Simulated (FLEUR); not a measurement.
# Collinear magnetic orders of Nickel with FLEUR, part 2 of 2

Does Nickel prefer parallel or opposed moments?

FLEUR MaX-R8.1; PBEsol; all-electron FLAPW, Dirac cores, scalar-relativistic bands.

So far. Step 2 (Run 1 (ferro +)): After 18 cycles the largest moment stands at 0.630 μB. Step 3 (Order 2, typed as antiferro q=(0,1/2,1/2) +-): It lies 38.0 meV a seeded atom over the first start.

**4. Run 3 (antiferro q=(0,0,1/2) +-)**

Reversing part of the moments tests the sign of the couplings between them.

The cell is doubled to 2 atoms to hold this order. The mesh is halved along the doubled vector, so that both cells sample the same points. The k list default-1 (kpts.xml, not shown) is a Γ-centred 14×14×7 mesh.

File inp.xml:

```
<?xml version="1.0" encoding="UTF-8" standalone="no"?>
<fleurInput fleurInputVersion="0.39">
   <comment>
      Ni
   </comment>
   <calculationSetup>
      <cutoffs Kmax="3.6" Gmax="10.8" GmaxXC="10.8" numbands="0"/>
      <scfLoop itmax="90" minDistance="0.00002" maxIterBroyd="15" imix="Anderson" alpha="0.05" precondParam="0.0" spinf="2.0" sdNocoIR="T"/>
      <coreElectrons ctail="T" frcor="F" kcrel="0" coretail_lmax="0"/>
      <xcFunctional name="PBEs" relativisticCorrections="F"/>
      <magnetism jspins="2"/>
      <soc l_soc="F" theta="0.0" phi="0.0" spav="F"/>
      <expertModes spex="0" secvar="F"/>
      <geometryOptimization l_f="F" forcealpha="1.0" forcemix="BFGS" epsdisp="0.00001" epsforce="0.00001"/>
      <ldaU l_linMix="F" mixParam="0.05" spinf="1.0"/>
   </calculationSetup>
   <cell>
      <bzIntegration valenceElectrons="36.0" mode="hist" fermiSmearingEnergy="0.00293995">
         <kPointListSelection listName="default-1"/>
         <xi:include xmlns:xi="http://www.w3.org/2001/XInclude" href="kpts.xml"> </xi:include>
      </bzIntegration>
      <xi:include xmlns:xi="http://www.w3.org/2001/XInclude" href="sym.xml"> </xi:include>
      <bulkLattice scale="1.0">
         <bravaisMatrix>
            <row-1>    0.0000000000000000     3.3295745993471009     3.3295745993471009</row-1>
            <row-2>    3.3295745993471009     0.0000000000000000     3.3295745993471009</row-2>
            <row-3>    6.6591491986942017     6.6591491986942017     0.0000000000000000</row-3>
         </bravaisMatrix>
      </bulkLattice>
   </cell>
   <atomSpecies>
      <species name="Nickel (Ni1.000" element="Ni" atomicNumber="28">
         <mtSphere radius="2.3" gridPoints="761" logIncrement="0.016"/>
         <atomicCutoffs lmax="8" lnonsphr="6"/>
         <electronConfig flipSpins="F">
            <coreConfig>(1s1/2) (2s1/2) (2p1/2) (2p3/2)</coreConfig>
            <valenceConfig>(3s1/2) (3p1/2) (3p3/2) (4s1/2) (3d3/2) (3d5/2)</valenceConfig>
            <stateOccupation state="(3d3/2)" spinUp="1.6" spinDown="1.6"/>
            <stateOccupation state="(3d5/2)" spinUp="2.9" spinDown="1.9"/>
         </electronConfig>
         <energyParameters s="4" p="4" d="3" f="4"/>
         <lo type="SCLO" l="0" n="3" eDeriv="0"/>
         <lo type="SCLO" l="1" n="3" eDeriv="0"/>
      </species>
      <species name="Nickel (Ni-1.000" element="Ni" atomicNumber="28">
         <mtSphere radius="2.3" gridPoints="761" logIncrement="0.016"/>
         <atomicCutoffs lmax="8" lnonsphr="6"/>
         <electronConfig flipSpins="F">
            <coreConfig>(1s1/2) (2s1/2) (2p1/2) (2p3/2)</coreConfig>
            <valenceConfig>(3s1/2) (3p1/2) (3p3/2) (4s1/2) (3d3/2) (3d5/2)</valenceConfig>
            <stateOccupation state="(3d3/2)" spinUp="1.6" spinDown="1.6"/>
            <stateOccupation state="(3d5/2)" spinUp="1.9" spinDown="2.9"/>
         </electronConfig>
         <energyParameters s="4" p="4" d="3" f="4"/>
         <lo type="SCLO" l="0" n="3" eDeriv="0"/>
         <lo type="SCLO" l="1" n="3" eDeriv="0"/>
      </species>
   </atomSpecies>
   <atomGroups>
      <atomGroup species="Nickel (Ni1.000">
         <relPos label="                   1">.0000000000 .0000000000 .0000000000</relPos>
         <force calculate="T" relaxXYZ="TTT"/>
      </atomGroup>
      <atomGroup species="Nickel (Ni-1.000">
         <relPos label="                   2">.0000000000 .0000000000 1.000/2.000</relPos>
         <force calculate="T" relaxXYZ="TTT"/>
      </atomGroup>
   </atomGroups>
   <output dos="F" band="F" slice="F">
      <bandDOS minEnergy="-.5*Htr" maxEnergy="0.5*Htr" sigma="0.015" storeEVData="T"/>
      <plotting iplot="0" polar="F">
         <plot TwoD="T" vec1="  1.0  0.0  0.0" vec2="  0.0  1.0  0.0" vec3="  0.0  0.0  1.0" zero="  0.0  0.0  0.0" file="plot"/>
      </plotting>
      <moessbauerParams electricFieldGradient="F" isomerShift="F" coreHyperfine="F" valenceHyperfine="F"/>
   </output>
</fleurInput>
```

File crystal.txt:

```
Ni
&input film=F cartesian=F /
0.00000000000  1.76193500000  1.76193500000
1.76193500000  0.00000000000  1.76193500000
3.52387000000  3.52387000000  0.00000000000
1.8897261246
1.0 1.0 1.0

2
28 0.00000000000  0.00000000000  0.00000000000 : 1.000
28 0.00000000000  0.00000000000  0.50000000000 : -1.000

&kpt div1=14 div2=14 div3=7 gamma=T /
```

Started as:

```
$ OMP_NUM_THREADS=1 inpgen -f crystal.txt > inpgen.log  # inp.xml is then edited as shown
$ OMP_NUM_THREADS=1 mpirun -n 4 fleur_MPI > fleur.log
```

Log:

```text
[banner, memory and clock lines left out]
Welcome to FLEUR        (www.flapw.de)
      MaX-Release 8.1          (www.max-centre.eu)

 ========== k-point set info ==========
 Selected k-point list: default-1
 k-point list type: mesh
 14 x 14 x 7
 Number of k points: 372

 [... set-up left out ...]
 Iteration:     1   Distance:      15.07842005 me/bohr^3
 Iteration:     2   Distance:      14.62708394 me/bohr^3
 Iteration:     3   Distance:       6.44219920 me/bohr^3
 Iteration:     4   Distance:       6.32465274 me/bohr^3
 Iteration:     5   Distance:       5.18367153 me/bohr^3
[...]
<sumOfEigenvalues value="    -1743.6598078770">
               <coreElectrons value="-1710.1174150579"/>
               <valenceElectrons value="-33.5423928191"/>
            </sumOfEigenvalues>
         [... left out ...]
            <freeEnergy value="-3039.1065690536"/>
            <extrapolationTo0K value="-3039.1042130223"/>
         </totalEnergy>
         <densityConvergence units="me/bohr^3">
            <chargeDensity spin="1" distance="0.0000122124"/>
            <chargeDensity spin="2" distance="0.0000080035"/>
            <overallChargeDensity distance="0.0000161378"/>
            <spinDensity distance="0.0000128828"/>
         </densityConvergence>
      </iteration>
```

Wall time 1.9 min (4 MPI ranks of Intel Xeon 6975P-C (Granite Rapids), shared host); peak memory 0.3 GiB.

The spin moment in the muffin-tin sphere vanishes on all atoms.

Numbers from this step:

```
free energy                                                       : -82698.3027 eV
program's band gap on this mesh (in a metal only a level spacing) : 2.60e-8 eV
final state                                                       : non-magnetic
```

It lies 38.0 meV a seeded atom over the first start.

**5. Run 4 (no spin polarisation)**

A spinless run gives the zero against which the gain from the moments is read.

The k list default-1 (kpts.xml, not shown) is a Γ-centred 14×14×14 mesh.

File inp.xml:

```
<?xml version="1.0" encoding="UTF-8" standalone="no"?>
<fleurInput fleurInputVersion="0.39">
   <comment>
      Ni
   </comment>
   <calculationSetup>
      <cutoffs Kmax="3.6" Gmax="10.8" GmaxXC="10.8" numbands="0"/>
      <scfLoop itmax="90" minDistance="0.00002" maxIterBroyd="15" imix="Anderson" alpha="0.05" precondParam="0.0" spinf="2.0" sdNocoIR="T"/>
      <coreElectrons ctail="T" frcor="F" kcrel="0" coretail_lmax="0"/>
      <xcFunctional name="PBEs" relativisticCorrections="F"/>
      <magnetism jspins="1"/>
      <soc l_soc="F" theta="0.0" phi="0.0" spav="F"/>
      <expertModes spex="0" secvar="F"/>
      <geometryOptimization l_f="F" forcealpha="1.0" forcemix="BFGS" epsdisp="0.00001" epsforce="0.00001"/>
      <ldaU l_linMix="F" mixParam="0.05" spinf="1.0"/>
   </calculationSetup>
   <cell>
      <bzIntegration valenceElectrons="18.0" mode="hist" fermiSmearingEnergy="0.00293995">
         <kPointListSelection listName="default-1"/>
         <xi:include xmlns:xi="http://www.w3.org/2001/XInclude" href="kpts.xml"> </xi:include>
      </bzIntegration>
      <xi:include xmlns:xi="http://www.w3.org/2001/XInclude" href="sym.xml"> </xi:include>
      <bulkLattice scale="1.0">
         <bravaisMatrix>
            <row-1>    0.0000000000000000     3.3295745993471009     3.3295745993471009</row-1>
            <row-2>    3.3295745993471009     0.0000000000000000     3.3295745993471009</row-2>
            <row-3>    3.3295745993471009     3.3295745993471009     0.0000000000000000</row-3>
         </bravaisMatrix>
      </bulkLattice>
   </cell>
   <atomSpecies>
      <species name="Nickel (Ni)" element="Ni" atomicNumber="28">
         <mtSphere radius="2.3" gridPoints="761" logIncrement="0.016"/>
         <atomicCutoffs lmax="8" lnonsphr="6"/>
         <electronConfig flipSpins="F">
            <coreConfig>(1s1/2) (2s1/2) (2p1/2) (2p3/2)</coreConfig>
            <valenceConfig>(3s1/2) (3p1/2) (3p3/2) (4s1/2) (3d3/2) (3d5/2)</valenceConfig>
            <stateOccupation state="(3d3/2)" spinUp="1.600000" spinDown="1.600000"/>
            <stateOccupation state="(3d5/2)" spinUp="2.400000" spinDown="2.400000"/>
         </electronConfig>
         <energyParameters s="4" p="4" d="3" f="4"/>
         <lo type="SCLO" l="0" n="3" eDeriv="0"/>
         <lo type="SCLO" l="1" n="3" eDeriv="0"/>
      </species>
   </atomSpecies>
   <atomGroups>
      <atomGroup species="Nickel (Ni)">
         <relPos label="                   1">.0000000000 .0000000000 .0000000000</relPos>
         <force calculate="T" relaxXYZ="TTT"/>
      </atomGroup>
   </atomGroups>
   <output dos="F" band="F" slice="F">
      <bandDOS minEnergy="-.5*Htr" maxEnergy="0.5*Htr" sigma="0.015" storeEVData="T"/>
      <plotting iplot="0" polar="F">
         <plot TwoD="T" vec1="  1.0  0.0  0.0" vec2="  0.0  1.0  0.0" vec3="  0.0  0.0  1.0" zero="  0.0  0.0  0.0" file="plot"/>
      </plotting>
      <moessbauerParams electricFieldGradient="F" isomerShift="F" coreHyperfine="F" valenceHyperfine="F"/>
   </output>
</fleurInput>
```

File crystal.txt:

```
Ni
&input film=F cartesian=F /
0.00000000000  1.76193500000  1.76193500000
1.76193500000  0.00000000000  1.76193500000
1.76193500000  1.76193500000  0.00000000000
1.8897261246
1.0 1.0 1.0

1
28 0.00000000000  0.00000000000  0.00000000000

&kpt div1=14 div2=14 div3=14 gamma=T /
```

Log:

```text
[banner, memory and clock lines left out]
Welcome to FLEUR        (www.flapw.de)
      MaX-Release 8.1          (www.max-centre.eu)

 ========== k-point set info ==========
 Selected k-point list: default-1
 k-point list type: mesh
 14 x 14 x 14
 Number of k points: 104

 [... set-up left out ...]
 Iteration:     1   Distance:       9.15376526 me/bohr^3
 Iteration:     2   Distance:       8.65969947 me/bohr^3
 Iteration:     3   Distance:       4.57211678 me/bohr^3
 Iteration:     4   Distance:       0.77526653 me/bohr^3
 Iteration:     5   Distance:       0.94701436 me/bohr^3
[...]
<FermiEnergy value="0.3053948250" units="Htr"/>
         [... left out ...]
         <totalEnergy value="    -1519.5509284993" units="Htr">
            <sumOfEigenvalues value="     -871.8299031894">
               <coreElectrons value="-855.0587071511"/>
               <valenceElectrons value="-16.7711960383"/>
            </sumOfEigenvalues>
         [... left out ...]
            <freeEnergy value="-1519.5532845306"/>
            <extrapolationTo0K value="-1519.5521065149"/>
         </totalEnergy>
         <densityConvergence units="me/bohr^3">
            <chargeDensity spin="1" distance="0.0000002993"/>
         </densityConvergence>
      </iteration>
```

Elapsed: 3 s, on 4 MPI ranks; peak memory 0.18 GiB.

This step gave:

| Property | Result |
| --- | --- |
| free energy | -41349.1513 eV |
| program's band gap on this mesh (in a metal only a level spacing) | 0.004322 eV |
| final state | non-magnetic (no spin polarisation) |

It lies 38.0 meV a seeded atom over the first start.

**6. Energies of the orders**

Free energies are divided by the number of seeded atoms, so that cells of unlike size compare. Wavevectors q in the names are fractions of the primitive cell's reciprocal vectors.

Orders:

```
                     start    final state  typed order kept  energy over the lowest (meV a seeded atom)  largest sphere moment (μB)  net moment (μB a primitive cell)  mesh matched  CPU time (s)
                   ferro +  ferromagnetic               yes                                           0                      0.6295                            0.6025           yes         19.36
antiferro q=(0,1/2,1/2) +-   non-magnetic                no                                       38.04                           0                                 0           yes         297.6
  antiferro q=(0,0,1/2) +-   non-magnetic                no                                       38.04                           0                                 0           yes         452.6
      no spin polarisation   non-magnetic                 -                                       38.04                           0                                 0           yes         10.94
```

**7. What came out**

```
lowest state found                 : ferromagnetic (typed ferro +)
largest site spin moment           : 0.630 μB
next finished state                : non-magnetic, 38.0 meV a seeded atom higher
energy gained by spin polarisation : 38.0 meV a seeded atom
```

In words: The lowest state found is ferromagnetic, reached from the start ferro +, with moments up to 0.630 μB. 2 starts left the typed pattern (a sign turned, or a seeded moment died or shrank under 0.15 μB), so such an energy belongs to the state reached, not the one typed. Only 4 starts were tried; other patterns of signs, canted and longer-period orders were not.

[Logs and program files are shortened in this print: banners, set-up blocks, solver, clock and traceback lines can be left out without a mark of their own.]

[Logs are printed without paths, hosts, clocks, repeated set-up lines and the standing remarks that a program may print on its own settings, such as how far it seeks lower states.]

[Hosts, paths, dates, database ids (printed as entryN), source tags and the programs' standing remarks are cut or masked in the printed files.]

[Where a cell is said to come from a database of computed structures, the database is the Materials Project.]
